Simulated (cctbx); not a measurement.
## What resolution and counting buy: BaCu2GeTe2S2

Space group P3_121 (no. 152), a = 6.5360 Å, b = 6.5360 Å, c = 15.7550 Å, α = 90.00°, β = 90.00°, γ = 120.00°.

```csv
atom,mult.,x,y,z,Ueq (Å²)
Ba1,3,0.5706,0,5/6,0.0033
Te1,6,0.6672,0.7656,0.6711,0.0025
Ge1,3,0.2904,0.2904,0,0.0035
Cu1,6,0.6484,0.0631,0.5888,0.0031
S1,6,0.5328,0.4776,0.8840,0.0043
```

The model is made up (kin elements in a known structure type, no relaxation), so it says nothing on whether the phase exists.

Five simulated data sets (cctbx; Mo Kα, λ = 0.71073 Å; 3 % proportional error) differ in resolution or exposure (noise floor 8 counts in the first three, 8 in the last two). Each is refined with the right model, isotropic at 1.1 Å and anisotropic otherwise. How do the figures of merit and the uncertainties move?

| d min (Å) | top counts | ⟨I/σ⟩ (unmerged, absences included) | unique | param. (scale apart) | Rint | R1 | GooF | largest s.u. xyz (fractional) | s.u. U of S1 (Å²) | largest error (Å) |
| --- | --- | --- | --- | --- | --- | --- | --- | --- | --- | --- |
| 1.1 | 20000 | 21.1 | 307 | 16 | 0.027 | 0.0075 | 0.88 | 0.00024 | 0.0003 | 0.0024 |
| 0.84 | 20000 | 19.6 | 694 | 37 | 0.027 | 0.0092 | 0.95 | 0.00016 | 0.0004 | 0.0015 |
| 0.6 | 20000 | 16.5 | 1880 | 37 | 0.031 | 0.0109 | 0.94 | 0.00009 | 0.0002 | 0.0005 |
| 0.75 | 300 | 1.8 | 961 | 37 | 0.326 | 0.0810 | 0.96 | 0.00182 | 0.0043 | 0.0081 |
| 0.75 | 3000 | 8.5 | 961 | 37 | 0.064 | 0.0224 | 0.96 | 0.00033 | 0.0008 | 0.0022 |

The number of reflections grows roughly as 1/d³: 307, 694 and 1880 here. R1 follows the noise rather than the truth: at 300 counts it is 0.0810, at 3000 counts 0.0224, while GooF is 0.96 and 0.96: the weights 1/σ² carry the noise. The s.u. of U (U11 where anisotropic) for S1 goes 0.0003, 0.0004, 0.0002 Å² with resolution and 0.0043, 0.0008 Å² with exposure.

Hardware for the 0.6 Å refinement: 0.41 s on 1 thread of Arm Neoverse V2, with other jobs on the host, peak memory 0.09 GiB.

[Logs are printed without paths, hosts, clocks, repeated set-up lines and the standing remarks that a program may print on its own settings, such as how far it seeks lower states.]
